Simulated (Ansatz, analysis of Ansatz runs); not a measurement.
## Can an added hole hop between Mn atoms in Li2MnF5 (C2/c)?

Aim: the energy barrier that a trapped hole meets when it moves from one Mn atom to another one nearby in Li2MnF5 (C2/c). The model is a cell of 64 host atoms.

Program: Ansatz 0.2.0. Level of theory: plane-wave PAW DFT, PBEsol+U; relaxation of all atoms of a supercell at fixed charge in a uniform background; PAW set soft_1. Results are calculated unless marked as measured.

## 1. Set-up

The cell holds 64 atoms: 16 Li, 8 Mn and 40 F. Cell: a = 8.930 Å, b = 9.917 Å, c = 11.166 Å, α = 49.7°, β = 91.9°, γ = 72.5°. It derives from Li2MnF5 (space group C2/c). Nearest the centre at fractional (0.375, 0.375, 0.625): F26 at 1.09 Å, Mn18 at 1.85 Å, Mn24 at 1.85 Å, F38 at 2.11 Å, F33 at 2.11 Å, F57 at 2.31 Å, F62 at 2.31 Å, Li5 at 2.80 Å.

Hubbard terms: Mn d 4.0 eV. They were chosen, not fitted, to curb self-interaction in the shells named, the trial site's among them. The two sites are Mn24 and Mn18. The cell's shortest repeat is 8.9 Å. The host's moments were started ferromagnetic, high spin; both sites carry the same spin direction.

## 2. The cell without the carrier

The neutral cell is relaxed first, from small random displacements, so that bond lengths and moments with the carrier can be set beside those of a relaxed cell without it.

Input file neutral.relax/input.yaml:

```yaml
crystal:
  lattice:
    - [-2.81247804, 4.98286665, 6.85548075]
    - [7.18059468, 0.0, 6.83994485]
    - [9.99307272, 4.98286665, -0.01553589]
  atoms:
    - { symbol: Li, position: [0.298629, 0.941541, 0.1924] }
    - { symbol: Li, position: [0.298629, 0.941541, 0.6924] }
    - { symbol: Li, position: [0.798629, 0.441541, 0.1924] }
    - { symbol: Li, position: [0.798629, 0.441541, 0.6924] }
    - { symbol: Li, position: [0.0576, 0.682571, 0.451371] }
    - { symbol: Li, position: [0.0576, 0.682571, 0.951371] }
    - { symbol: Li, position: [0.5576, 0.182571, 0.451371] }
    - { symbol: Li, position: [0.5576, 0.182571, 0.951371] }
    - { symbol: Li, position: [0.201371, 0.558459, 0.3076] }
    - { symbol: Li, position: [0.201371, 0.558459, 0.8076] }
    - { symbol: Li, position: [0.701371, 0.058459, 0.3076] }
    - { symbol: Li, position: [0.701371, 0.058459, 0.8076] }
    - { symbol: Li, position: [0.4424, 0.817429, 0.048629] }
    - { symbol: Li, position: [0.4424, 0.817429, 0.548629] }
    - { symbol: Li, position: [0.9424, 0.317429, 0.048629] }
    - { symbol: Li, position: [0.9424, 0.317429, 0.548629] }
    - { symbol: Mn, position: [0.25, 0.25, 0.25], spin: 4.0 }
    - { symbol: Mn, position: [0.25, 0.25, 0.75], spin: 4.0 }
    - { symbol: Mn, position: [0.75, 0.75, 0.25], spin: 4.0 }
    - { symbol: Mn, position: [0.75, 0.75, 0.75], spin: 4.0 }
    - { symbol: Mn, position: [0.0, 0.0, 0.0], spin: 4.0 }
    - { symbol: Mn, position: [0.0, 0.0, 0.5], spin: 4.0 }
    - { symbol: Mn, position: [0.5, 0.5, 0.0], spin: 4.0 }
    - { symbol: Mn, position: [0.5, 0.5, 0.5], spin: 4.0 }
    - { symbol: F, position: [0.483916, 0.266084, 0.233916] }
    - { symbol: F, position: [0.483916, 0.266084, 0.733916] }
    - { symbol: F, position: [0.983916, 0.766084, 0.233916] }
    - { symbol: F, position: [0.983916, 0.766084, 0.733916] }
    - { symbol: F, position: [0.016084, 0.233916, 0.266084] }
    - { symbol: F, position: [0.016084, 0.233916, 0.766084] }
    - { symbol: F, position: [0.516084, 0.733916, 0.266084] }
    - { symbol: F, position: [0.516084, 0.733916, 0.766084] }
    - { symbol: F, position: [0.278772, 0.675124, 0.409779] }
    - { symbol: F, position: [0.278772, 0.675124, 0.909779] }
    - { symbol: F, position: [0.778772, 0.175124, 0.409779] }
    - { symbol: F, position: [0.778772, 0.175124, 0.909779] }
    - { symbol: F, position: [0.159779, 0.386326, 0.028772] }
    - { symbol: F, position: [0.159779, 0.386326, 0.528772] }
    - { symbol: F, position: [0.659779, 0.886326, 0.028772] }
    - { symbol: F, position: [0.659779, 0.886326, 0.528772] }
    - { symbol: F, position: [0.221228, 0.824876, 0.090221] }
    - { symbol: F, position: [0.221228, 0.824876, 0.590221] }
    - { symbol: F, position: [0.721228, 0.324876, 0.090221] }
    - { symbol: F, position: [0.721228, 0.324876, 0.590221] }
    - { symbol: F, position: [0.340221, 0.113674, 0.471228] }
    - { symbol: F, position: [0.340221, 0.113674, 0.971228] }
    - { symbol: F, position: [0.840221, 0.613674, 0.471228] }
    - { symbol: F, position: [0.840221, 0.613674, 0.971228] }
    - { symbol: F, position: [0.058856, 0.090024, 0.089522] }
    - { symbol: F, position: [0.058856, 0.090024, 0.589522] }
    - { symbol: F, position: [0.558856, 0.590024, 0.089522] }
    - { symbol: F, position: [0.558856, 0.590024, 0.589522] }
    - { symbol: F, position: [0.339522, 0.011598, 0.308856] }
    - { symbol: F, position: [0.339522, 0.011598, 0.808856] }
    - { symbol: F, position: [0.839522, 0.511598, 0.308856] }
    - { symbol: F, position: [0.839522, 0.511598, 0.808856] }
    - { symbol: F, position: [0.441144, 0.409976, 0.410478] }
    - { symbol: F, position: [0.441144, 0.409976, 0.910478] }
    - { symbol: F, position: [0.941144, 0.909976, 0.410478] }
    - { symbol: F, position: [0.941144, 0.909976, 0.910478] }
    - { symbol: F, position: [0.160478, 0.488402, 0.191144] }
    - { symbol: F, position: [0.160478, 0.488402, 0.691144] }
    - { symbol: F, position: [0.660478, 0.988402, 0.191144] }
    - { symbol: F, position: [0.660478, 0.988402, 0.691144] }
basis:
  ecutwfc: 420
  xc_grid: 2
hamiltonian:
  xc: pbesol
  hubbard:
    sites: [{ species: Mn, l: d, u_eff: 4.0 }]
    projectors: ortho-atomic
  pseudopotentials: { kind: paw, azcp: { folder: soft_1 }, xc_functional: pbe }
kpoints:
  mp_grid: { grid: [1, 1, 1] }
magnetization:
  spin_polarized: true
  initial_magnetization: 32
  spin_locking: { lock_magnetization: hard }
scf:
  occupations: { method: fermi_dirac, width: 0.01 }
  max_iter: 120
  lower_state_search: "off"
output:
  forces: true
relax:
  f_tol: 0.02
  max_steps: 70
  random_displacement: { amplitude: 0.04, seed: 9434 }
checkpoint:
  write: "../neutral.relax.run"
  compress: false
  write_wavefunctions: true
  write_every: 100000
```

Started as:

```
ansatz run input.yaml --threads 4 --pin off --max-ram 9420MiB --backend cpu --events-out ev --progress --plain --runs-dir out
```

Numbers of over 12 decimals in the logs are rounded to 6 here.

The log of the run:

```text
[... repeated set-up lines and file paths are left out, and long positions are rounded to six places ...]
Engine: ansatz 0.2.0, aarch64-unknown-linux-gnu
Pseudopotentials: kind: paw
Pseudopotential: Li, paw, valence charge 3, recommended cutoff 420 eV (normal), soft_1/Li.paw.azcp
Pseudopotential: Mn, paw, valence charge 15, recommended cutoff 420 eV (normal), soft_1/Mn.paw.azcp
Pseudopotential: F, paw, valence charge 7, recommended cutoff 420 eV (normal), soft_1/F.paw.azcp
Functional definition: PBEsol
  exchange = pbesol_x
  correlation = pbesol_c
Crystal: 64 atoms, lattice volume = 682.290 Å³
Basis set: ecut = 420 eV, 13355 PW (Γ), exchange–correlation on 120×144×150 points (8 copies of the dense FFT grid, shifted against one another)
Bands: 304, of which v1, the nominal top of the filled ones, is band 224 counted from 1 (223 counted from 0)
Symmetry: 1 space group operations
k-points: 1
Non-local potential: Li, projectors of the file, l = 0: 3, l = 1: 2, l = 2: 1
Non-local potential: Mn, projectors of the file, l = 0: 3, l = 1: 2, l = 2: 3, l = 3: 1
Non-local potential: F, projectors of the file, l = 0: 2, l = 1: 2, l = 2: 1
PAW form: soft (Blöchl's): semilocal exchange-correlation on the pseudo side does not see the compensation charge
PAW frozen core: Mn, regenerated for the run's functional, and the local potential with it (the file was generated under x = pbe(κ = 0.804, μ = 0.219515), c = pbe(β = 0.066725))
PAW frozen core: F, regenerated for the run's functional, and the local potential with it (the file was generated under x = pbe(κ = 0.804, μ = 0.219515), c = pbe(β = 0.066725))
[...]
[... 6 atoms left out ...]
  atom  33  F      0.00201033     0.00059840    -0.00016806
  [... 4 atoms left out ...]
  atom  38  F     -0.00043631    -0.00240998     0.00151261
  [... 18 atoms left out ...]
  atom  57  F      0.00401738     0.00238563     0.00244129
  [... 4 atoms left out ...]
  atom  62  F     -0.00243549    -0.00010305    -0.00146400
[...]
max |Σ_I F_I| component: 2.51e-5 eV/Å
--- Band table (eV) ---
  k-point 0 ↑: bands = ["-78.0803", "-78.0800", "-78.0794", "-78.0793", [... 296 left out ...] "16.8861", "16.9721", "17.0742", "17.1460"]
  k-point 0 ↓: bands = ["-73.8278", "-73.8275", "-73.8270", "-73.8269", [... 296 left out ...] "17.2563", "17.3318", "17.3775", "17.3789"]
Occupation matrices written to <dir>
--- Relaxed structure (4 steps of the walk, 4 accepted, 0 SCFs on fresh bases) ---
  F+E_penalty+E_count = -66263.85906491 eV   max|allowed force component| = 5.686e-3 eV/Å
  atoms:
    - { symbol: Li, position: [0.298680, 0.940723, 0.192910] }
    - { symbol: Li, position: [0.298606, 0.940096, 0.693338] }
[...]
- { symbol: Li, position: [0.057920, 0.681854, 0.451874] }
[...]
- { symbol: Li, position: [0.557702, 0.181762, 0.951804] }
    - { symbol: Li, position: [0.202026, 0.558799, 0.307597] }
[...]
- { symbol: Mn, position: [0.250374, 0.249729, 0.750197] }
[...]
- { symbol: Mn, position: [0.500449, 0.499735, 0.500236] }
    [... 1 atom left out ...]
    - { symbol: F, position: [0.484292, 0.265856, 0.734078] }
[...]
- { symbol: F, position: [0.279050, 0.674830, 0.409857] }
    [... 4 atoms left out ...]
    - { symbol: F, position: [0.159950, 0.386297, 0.528871] }
    [... 18 atoms left out ...]
    - { symbol: F, position: [0.441820, 0.409300, 0.411064] }
    [... 4 atoms left out ...]
    - { symbol: F, position: [0.161322, 0.487895, 0.691661] }
    [... 2 atoms left out ...]
[key lines of the parts left out:]
SCF converged after 9 iterations
Magnetization: 32.0000 μB (240.0000 up, 208.0000 down)
Free energy (F): -66263.859065 eV
Fermi energy:    3.957807 (↑ 3.957807, ↓ 4.086032) eV
```

It took 41 s on 4 threads of Arm Neoverse V2, shared host; peak memory 1.6 GiB; 2.6 min of CPU time.

The largest displacement from an ideal site is 0.011 Å.

[end of part 1 of 3]

[Logs are printed without paths, hosts, clocks, repeated set-up lines and the standing remarks that a program may print on its own settings, such as how far it seeks lower states.]

[Hosts, paths, dates, database ids (printed as entryN), source tags and the programs' standing remarks are cut or masked in the printed files.]
